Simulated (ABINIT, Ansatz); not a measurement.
# Lattice dynamics of Sn (Fd-3m) in two programs, part 3 of 5

How does Sn (Fd-3m) vibrate, and is this structure a minimum?

ABINIT 10.8.3; DFT LDA, scalar-relativistic, plane waves, PseudoDojo norm-conserving pseudopotentials.

So far. Step 5 (Zone-centre response): The acoustic modes at Γ come out as far as 0.9 cm⁻¹ from zero, where they should vanish, a small numerical error. Step 6 (Modes with the sum rule): The rule moves no optical mode by more than 0.1 cm⁻¹. The relaxed cell has a = 6.475 Å (conventional setting).

The database entry behind the starting cell differs from later determinations by our own check (about 0.3 % short, nanocrystals), so it need not match the best structure at ambient conditions.

### Step 7. Phonons on a q mesh

Linear response treats each wavevector in the unit cell, with no supercell; the 2×2×2 mesh fixes the range of the force constants to be had.

The input, dfpt_q.abi:

```
ndtset 2

# wavevectors
qpt1 0.5 0.0 0.0
qpt2 0.5 0.5 0.0

# displacements
getwfk_filepath "gso_WFK"
getwfq_filepath "gso_WFK"
kptopt 3
nqpt 1
rfphon 1
rfatpol 1 2
rfdir 1 1 1
tolvrs 1.0d-10
prtwf 0

# basis, mesh and filling
ecut 32.0
ngkpt 10 10 10
nshiftk 1
shiftk 0.0 0.0 0.0
istwfk *1
occopt 7
tsmear 0.01
nband 21
nstep 100
diemac 1000000.0
prtebands 0
prtgsr 0
useylm 1

# cell and atoms
acell 3*1.0 Angstrom
rprim 
    0.0 3.237459244 3.237459244
    3.237459244 0.0 3.237459244
    3.237459244 3.237459244 0.0
ntypat 1
znucl 50
natom 2
typat 1 1
xred 
    0.0 0.0 0.0
    0.25 0.25 0.25
pp_dirpath "./pseudo"
pseudos "Sn.upf"
```

Run with:

```console
> OMP_NUM_THREADS=1 mpirun -n 8 abinit dfpt_q.abi > dfpt_q.log
```

Numbers of over 12 decimals in the logs are rounded to 6 here.

dfpt_q.abo, the main output file:

```text
[banners, grids, parts of the stress and lines that vanish by symmetry left out]
- input  file    -> dfpt_q.abi
- output file    -> dfpt_q.abo
- root for input  files -> dfpt_qi
- root for output files -> dfpt_qo

 DATASET    1 : space group Fd -3 m (#227); Bravais cF (face-center cubic)
================================================================================
 Values of the parameters that define the memory need for DATASET  1 (RF).
     intxc =       0      iscf =       7    lmnmax =      18     lnmax =       6
     mgfft =      48  mpssoang =       3    mqgrid =    3001     natom =       2
  nloc_mem =       1    nspden =       1   nspinor =       1    nsppol =       1
      nsym =      48    n1xccc =    2501    ntypat =       1    occopt =       7
   xclevel =       1
-    mband =          21        mffmem =           1         mkmem =         125
-   mkqmem =         125        mk1mem =         125           mpw =        3988
      nfft =      110592          nkpt =        1000
- my_mband =          21
================================================================================
[...]
DATASET    2 : space group Fd -3 m (#227); Bravais cF (face-center cubic)
[...]
Values of the parameters that define the memory need for DATASET  2 (RF).
     intxc =       0      iscf =       7    lmnmax =      18     lnmax =       6
     mgfft =      48  mpssoang =       3    mqgrid =    3001     natom =       2
  nloc_mem =       1    nspden =       1   nspinor =       1    nsppol =       1
      nsym =      48    n1xccc =    2501    ntypat =       1    occopt =       7
   xclevel =       1
-    mband =          21        mffmem =           1         mkmem =         125
-   mkqmem =         125        mk1mem =         125           mpw =        3988
      nfft =      110592          nkpt =        1000
- my_mband =          21
[...]
--------------------------------------------------------------------------------
------------- Echo of variables that govern the present computation ------------
--------------------------------------------------------------------------------
-
- outvars: echo of selected default values
-   iomode0 =  0 , fftalg0 =312 , wfoptalg0 =  0
-
- outvars: echo of global parameters not present in the input file
-  max_nthreads =    1
-
 -outvars: echo values of preprocessed input variables
 [... echo left out ...]
[...]
chkinp: Checking input parameters for consistency, jdtset=   1.

 chkinp: Checking input parameters for consistency, jdtset=   2.

[...]
== DATASET  1 ==================================================================
-   mpi_nproc: 8, omp_nthreads: 1 (-1 if OMP is not activated)

--- !DatasetInfo
iteration_state: {dtset: 1, }
dimensions: {natom: 2, nkpt: 1000, mband: 21, nsppol: 1, nspinor: 1, nspden: 1, mpw: 3988, }
cutoff_energies: {ecut:  32.0, pawecutdg:  -1.0, }
electrons: {nelect:   2.80000000E+01, charge:   0.00000000E+00, occopt:   7.00000000E+00, tsmear:   1.00000000E-02, }
meta: {optdriver: 1, rfphon: 1, }
...

 mkfilename: getwfk from: gso_WFK

 mkfilename: getwfq from: gso_WFK

 Real(R)+Recip(G) space primitive vectors, cartesian coordinates (Bohr,Bohr^-1):
 R(1)=  0.0000000  6.1179113  6.1179113  G(1)= -0.0817272  0.0817272  0.0817272
 R(2)=  6.1179113  0.0000000  6.1179113  G(2)=  0.0817272 -0.0817272  0.0817272
 R(3)=  6.1179113  6.1179113  0.0000000  G(3)=  0.0817272  0.0817272 -0.0817272
 Unit cell volume ucvol=  4.5797263E+02 bohr^3
 Angles (23,13,12)=  6.00000000E+01  6.00000000E+01  6.00000000E+01 degrees
 setup1 : take into account q-point for computing boxcut.

 getcut: wavevector=  0.5000  0.0000  0.0000  ngfft=  48  48  48
         ecut(hartree)=     32.000   => boxcut(ratio)=   2.13348

--- Pseudopotential description ------------------------------------------------
- pspini: atom type   1  psp file is ./pseudo/Sn.upf

   1.81892338E+03                                ecore*ucvol(ha*bohr**3)
[...]
==>  initialize data related to q vector <==

 The list of irreducible perturbations for this q vector is:
    1)    idir= 1    ipert=   1
    2)    idir= 2    ipert=   1

[...]
The perturbation idir=   3  ipert=   1 is
 symmetric of a previously calculated perturbation.
 So, its SCF calculation is not needed.

 The perturbation idir=   1  ipert=   2 is
 symmetric of a previously calculated perturbation.
 So, its SCF calculation is not needed.

[...]
Perturbation wavevector (in red.coord.)   0.500000  0.000000  0.000000
 Perturbation : displacement of atom   1   along direction   1
 Found     2 symmetries that leave the perturbation invariant.

[...]
dfpt_looppert : total number of electrons, from k and k+q
  fully or partially occupied states are    2.800000E+01 and    2.800000E+01.
 Initialisation of the first-order wave-functions :
  ireadwf=   0

--- !BeginCycle
iteration_state: {dtset: 1, }
solver: {iscf: 7, nstep: 100, nline: 4, wfoptalg: 0, }
tolerances: {tolvrs: 1.00E-10, }
...

     iter   2DEtotal(Ha)        deltaE(Ha) residm    vres2
-ETOT  1   13.643287460114     -2.510E+04 1.483E+01 1.201E+04
 ETOT  2   6.870696     -6.773E+00 1.474E+00 1.978E+03
 ETOT  3   6.718325     -1.524E-01 4.117E-01 3.690E+02
[...]
At SCF step   15       vres2   =  4.29E-12 < tolvrs=  1.00E-10 =>converged.
[...]
Mean square residual over all n,k,spin=  -13.264E-05; max=  37.724E-02

 Thirteen components of 2nd-order total energy (hartree) are
 1,2,3: 0th-order hamiltonian combined with 1st-order wavefunctions
     kin0=   3.18828241E+04 eigvalue=   2.89834524E+03  local=  -1.55239389E+04
 4,5,6: 1st-order hamiltonian combined with 1st and 0th-order wfs
 loc psp =  -7.05006834E+03  Hartree=   2.37875976E+03     xc=  -3.60084419E+02
 note that "loc psp" includes a xc core correction that could be resolved
 7,8,9: eventually, occupation + non-local contributions
    edocc=   3.05742675E+01     enl0=   3.80067187E+03   enl1=  -4.31642354E+04
 1-9 gives the relaxation energy (to be shifted if some occ is /=2.0)
   erelax=  -2.51071519E+04
 10,11,12 Non-relaxation  contributions : frozen-wavefunctions and Ewald
 fr.local=   3.00784324E+03 fr.nonlo=   2.15836548E+04  Ewald=   3.84211948E+02
 13,14 Frozen wf xc core corrections (1) and (2)
 frxc 1  =  -8.91557526E+02  frxc 2 =   1.02969737E+03
 Resulting in :
 2DEtotal=    0.6697991016E+01 Ha. Also 2DEtotal=    0.182261620612E+03 eV
    (2DErelax=   -2.5107151883E+04 Ha. 2DEnonrelax=    2.5113849874E+04 Ha)
    (  non-var. 2DEtotal :    6.6979905402E+00 Ha)

[...]
Perturbation wavevector (in red.coord.)   0.500000  0.000000  0.000000
 Perturbation : displacement of atom   1   along direction   2
 The set of symmetries contains only one element for this perturbation.

[...]
dfpt_looppert : total number of electrons, from k and k+q
  fully or partially occupied states are    2.800000E+01 and    2.800000E+01.
 Initialisation of the first-order wave-functions :
  ireadwf=   0

--- !BeginCycle
iteration_state: {dtset: 1, }
solver: {iscf: 7, nstep: 100, nline: 4, wfoptalg: 0, }
tolerances: {tolvrs: 1.00E-10, }
...

     iter   2DEtotal(Ha)        deltaE(Ha) residm    vres2
-ETOT  1   12.321050888866     -2.487E+04 1.489E+01 3.996E+02
[...]
At SCF step   11       vres2   =  9.72E-11 < tolvrs=  1.00E-10 =>converged.
[...]
Mean square residual over all n,k,spin=   22.649E-05; max=  17.692E-01

 Thirteen components of 2nd-order total energy (hartree) are
 1,2,3: 0th-order hamiltonian combined with 1st-order wavefunctions
     kin0=   3.18795542E+04 eigvalue=   2.89784047E+03  local=  -1.55210651E+04
 4,5,6: 1st-order hamiltonian combined with 1st and 0th-order wfs
 loc psp =  -6.58869403E+03  Hartree=   2.15047574E+03     xc=  -3.59420812E+02
 note that "loc psp" includes a xc core correction that could be resolved
 7,8,9: eventually, occupation + non-local contributions
    edocc=   2.92042907E+01     enl0=   3.79964608E+03   enl1=  -4.31637759E+04
 1-9 gives the relaxation energy (to be shifted if some occ is /=2.0)
   erelax=  -2.48762349E+04
 10,11,12 Non-relaxation  contributions : frozen-wavefunctions and Ewald
 fr.local=   3.00784324E+03 fr.nonlo=   2.15836548E+04  Ewald=   1.52574440E+02
 13,14 Frozen wf xc core corrections (1) and (2)
 frxc 1  =  -8.91557526E+02  frxc 2 =   1.02969737E+03
 Resulting in :
 2DEtotal=    0.5977419971E+01 Ha. Also 2DEtotal=    0.162653883593E+03 eV
    (2DErelax=   -2.4876234947E+04 Ha. 2DEnonrelax=    2.4882212367E+04 Ha)
    (  non-var. 2DEtotal :    5.9774206412E+00 Ha)

[...]
---- first-order wavefunction calculations are completed ----

 ==> Compute Derivative Database <==

 [... matrices left out ...]
  Phonon wavevector (reduced coordinates) :  0.50000  0.00000  0.00000
 Phonon energies in Hartree :
   1.461049E-04  1.461049E-04  5.937507E-04  7.203722E-04  8.465581E-04
   8.465581E-04
 Phonon frequencies in cm-1    :
-  3.206633E+01  3.206633E+01  1.303132E+02  1.581034E+02  1.857980E+02
-  1.857980E+02

[...]
== DATASET  2 ==================================================================
-   mpi_nproc: 8, omp_nthreads: 1 (-1 if OMP is not activated)

--- !DatasetInfo
iteration_state: {dtset: 2, }
dimensions: {natom: 2, nkpt: 1000, mband: 21, nsppol: 1, nspinor: 1, nspden: 1, mpw: 3988, }
cutoff_energies: {ecut:  32.0, pawecutdg:  -1.0, }
electrons: {nelect:   2.80000000E+01, charge:   0.00000000E+00, occopt:   7.00000000E+00, tsmear:   1.00000000E-02, }
meta: {optdriver: 1, rfphon: 1, }
...

 mkfilename: getwfk from: gso_WFK

 mkfilename: getwfq from: gso_WFK

 Real(R)+Recip(G) space primitive vectors, cartesian coordinates (Bohr,Bohr^-1):
 R(1)=  0.0000000  6.1179113  6.1179113  G(1)= -0.0817272  0.0817272  0.0817272
 R(2)=  6.1179113  0.0000000  6.1179113  G(2)=  0.0817272 -0.0817272  0.0817272
 R(3)=  6.1179113  6.1179113  0.0000000  G(3)=  0.0817272  0.0817272 -0.0817272
 Unit cell volume ucvol=  4.5797263E+02 bohr^3
 Angles (23,13,12)=  6.00000000E+01  6.00000000E+01  6.00000000E+01 degrees
 setup1 : take into account q-point for computing boxcut.

 getcut: wavevector=  0.5000  0.5000  0.0000  ngfft=  48  48  48
         ecut(hartree)=     32.000   => boxcut(ratio)=   2.13372
[...]
==>  initialize data related to q vector <==

 The list of irreducible perturbations for this q vector is:
    1)    idir= 1    ipert=   1

[...]
The perturbation idir=   2  ipert=   2 is
 symmetric of a previously calculated perturbation.
 So, its SCF calculation is not needed.

 The perturbation idir=   3  ipert=   2 is
 symmetric of a previously calculated perturbation.
 So, its SCF calculation is not needed.

[...]
Perturbation wavevector (in red.coord.)   0.500000  0.500000  0.000000
 Perturbation : displacement of atom   1   along direction   1
 The set of symmetries contains only one element for this perturbation.

--------------------------------------------------------------------------------

--------------------------------------------------------------------------------

 dfpt_looppert : total number of electrons, from k and k+q
  fully or partially occupied states are    2.800000E+01 and    2.800000E+01.
 Initialisation of the first-order wave-functions :
  ireadwf=   0

--- !BeginCycle
iteration_state: {dtset: 2, }
solver: {iscf: 7, nstep: 100, nline: 4, wfoptalg: 0, }
tolerances: {tolvrs: 1.00E-10, }
...

     iter   2DEtotal(Ha)        deltaE(Ha) residm    vres2
-ETOT  1   13.152133867089     -2.502E+04 1.494E+01 1.860E+03
[...]
ETOT 12   6.672277     -3.274E-11 3.101E-06 1.341E-10
 ETOT 13   6.672277      5.821E-11 1.038E+00 5.689E-12

 At SCF step   13       vres2   =  5.69E-12 < tolvrs=  1.00E-10 =>converged.
[...]
Mean square residual over all n,k,spin=   59.862E-05; max=  10.377E-01

 Thirteen components of 2nd-order total energy (hartree) are
 1,2,3: 0th-order hamiltonian combined with 1st-order wavefunctions
     kin0=   3.18820755E+04 eigvalue=   2.89821520E+03  local=  -1.55235988E+04
 4,5,6: 1st-order hamiltonian combined with 1st and 0th-order wfs
 loc psp =  -6.88875799E+03  Hartree=   2.29834893E+03     xc=  -3.60067281E+02
 note that "loc psp" includes a xc core correction that could be resolved
 7,8,9: eventually, occupation + non-local contributions
    edocc=   3.02593221E+01     enl0=   3.80083705E+03   enl1=  -4.31633819E+04
 1-9 gives the relaxation energy (to be shifted if some occ is /=2.0)
   erelax=  -2.50260699E+04
 10,11,12 Non-relaxation  contributions : frozen-wavefunctions and Ewald
 fr.local=   3.00784324E+03 fr.nonlo=   2.15836548E+04  Ewald=   3.03104292E+02
 13,14 Frozen wf xc core corrections (1) and (2)
 frxc 1  =  -8.91557526E+02  frxc 2 =   1.02969737E+03
 Resulting in :
 2DEtotal=    0.6672276969E+01 Ha. Also 2DEtotal=    0.181561905741E+03 eV
    (2DErelax=   -2.5026069941E+04 Ha. 2DEnonrelax=    2.5032742218E+04 Ha)
    (  non-var. 2DEtotal :    6.6722777276E+00 Ha)

[...]
---- first-order wavefunction calculations are completed ----

 ==> Compute Derivative Database <==

 [... matrices left out ...]
  Phonon wavevector (reduced coordinates) :  0.50000  0.50000  0.00000
 Phonon energies in Hartree :
   1.692769E-04  1.692769E-04  6.862197E-04  6.862197E-04  8.228895E-04
   8.228895E-04
 Phonon frequencies in cm-1    :
-  3.715199E+01  3.715199E+01  1.506078E+02  1.506078E+02  1.806034E+02
-  1.806034E+02

== END DATASET(S) ==============================================================
================================================================================

 -outvars: echo values of variables after computation
            acell      1.8897261259E+00  1.8897261259E+00  1.8897261259E+00 Bohr
           etotal1     5.9774199713E+00
           etotal2     6.6722769689E+00
            fcart1     0.0000000000E+00  0.0000000000E+00  0.0000000000E+00
            fcart2     0.0000000000E+00  0.0000000000E+00  0.0000000000E+00
           strten1     0.0000000000E+00  0.0000000000E+00  0.0000000000E+00
           strten2     0.0000000000E+00  0.0000000000E+00  0.0000000000E+00
================================================================================
```

Run time: 16 min. Hardware: 8 MPI ranks of Arm Neoverse V2, shared host.

Numbers from this step:

* lowest mode on the q mesh (acoustic ones at the zone centre apart): 32.07 cm⁻¹

Frequencies (cm⁻¹) before the sum rule at the irreducible wavevectors but Γ, which is solved apart; negative means imaginary. Frequencies by wavevector:

```csv
q (fractions),star,mode 1,mode 2,mode 3,mode 4,mode 5,mode 6
0.5 0 0,4,32.07,32.07,130.3,158.1,185.8,185.8
0.5 0.5 0,3,37.15,37.15,150.6,150.6,180.6,180.6
```

(Part 3 of 5 ends here.)

[Host names and launcher messages were left out of these logs when they were recorded.]

[Logs are printed without paths, hosts, clocks, repeated set-up lines and the standing remarks that a program may print on its own settings, such as how far it seeks lower states.]

[Hosts, paths, dates, database ids (printed as entryN), source tags and the programs' standing remarks are cut or masked in the printed files.]
